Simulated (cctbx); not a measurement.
**Accept or mend?**

Cell a = 4.4020 Å, b = 9.7920 Å, c = 7.1050 Å, α = 90.00°, β = 90.00°, γ = 90.00°; space group Cmcm (no. 63). The compound is CeTi2Pd.

Simulated single-crystal data (cctbx): Ag Kα, λ = 0.56087 Å, to d = 0.65 Å, 80 % of the full sphere, strongest reflection 5000 counts, noise from counting, a 2 % proportional error and a noise floor of 15 counts (s.d.); no absorption.

An anisotropic refinement with weights 1/σ² prints:

```text
Rint 0.060, 348 unique reflections to 0.65 A
cycle     R1     wR2    GooF  max shift (A)
   1  0.2770  0.4958  12.704   0.00501
   2  0.2713  0.4896  12.546   0.00000
final R1 0.2713 wR2 0.4896 GooF 12.546  parameters 8  data/parameter 43.5
atom        x        y        z      Ueq    occ   su(xyz)  su(Uiso or U11)
Ce1    0.00000  0.08362  0.75000   0.0005  1.000  0.00060  0.0025  NPD
Pd1    0.50000  0.29565  0.75000   0.0051  1.000  0.00099  0.0046
difference map: max 103.90 min -18.59 rms 5.29
Q1    0.0000  0.3673  0.5423    8  108.30  2.62 A from Pd1
Q2    0.0000  0.2011  0.2500    4   19.18  0.03 A from Pd1
Q3    0.0000  0.0966  0.7500    4   16.69  0.13 A from Ce1
Q4    0.0000  0.3502  0.2500    4   14.97  1.43 A from Pd1
Q5    0.0000  0.1137  0.2500    4   13.40  0.89 A from Pd1
Q6    0.0000  0.2730  0.0225    8   12.64  1.75 A from Pd1
```

**Question.** Can this result stand? If not, what is the likely fault?

Mend it. The fault: an atom left out, Ti at (1/2, 0.1328, 0.4582). Against the right model at the same level, R1 goes from 0.0211 to 0.2713 and GooF from 0.93 to 12.55, the top difference peak, 108.3 e/Å³, lies 2.62 Å from Pd1 and Ce1 goes non-positive-definite. Q1 is the missing atom. With scattering power missing, scale and phases suffer, so peaks may also grow on the heavy atoms.

The compound is CeTi2Pd. The right model at the same level gives:

```text
Rint 0.060, 348 unique reflections to 0.65 A
cycle     R1     wR2    GooF  max shift (A)
   1  0.0223  0.0382   0.987   0.00044
   2  0.0211  0.0360   0.931   0.00000
final R1 0.0211 wR2 0.0360 GooF 0.931  parameters 14  data/parameter 24.9
atom        x        y        z      Ueq    occ   su(xyz)  su(Uiso or U11)
Ce1    0.00000  0.08377  0.75000   0.0042  1.000  0.00004  0.0002
Pd1    0.50000  0.29512  0.75000   0.0061  1.000  0.00007  0.0003
Ti1    0.50000  0.13268  0.45815   0.0072  1.000  0.00015  0.0004
difference map: max 2.72 min -2.72 rms 0.64
Q1    0.0000  0.1192  0.1590    8    2.89  1.06 A from Pd1
Q2    0.2108  0.2919  0.1794   16    2.43  1.36 A from Pd1
Q3    0.2268  0.0335  0.7500    8    2.20  1.11 A from Ce1
Q4    0.2379  0.4617  0.7500    8    2.17  1.66 A from Ce1
Q5    0.0000  0.0434  0.6853    8    2.09  0.61 A from Ce1
Q6    0.2365  0.4631  0.5200   16    2.04  1.41 A from Ti1
```

The model is made up (kin elements in a known structure type, no relaxation), so it says nothing on whether the phase exists.

[Middle refinement cycles are left out of these outputs.]

[Logs are printed without paths, hosts, clocks, repeated set-up lines and the standing remarks that a program may print on its own settings, such as how far it seeks lower states.]
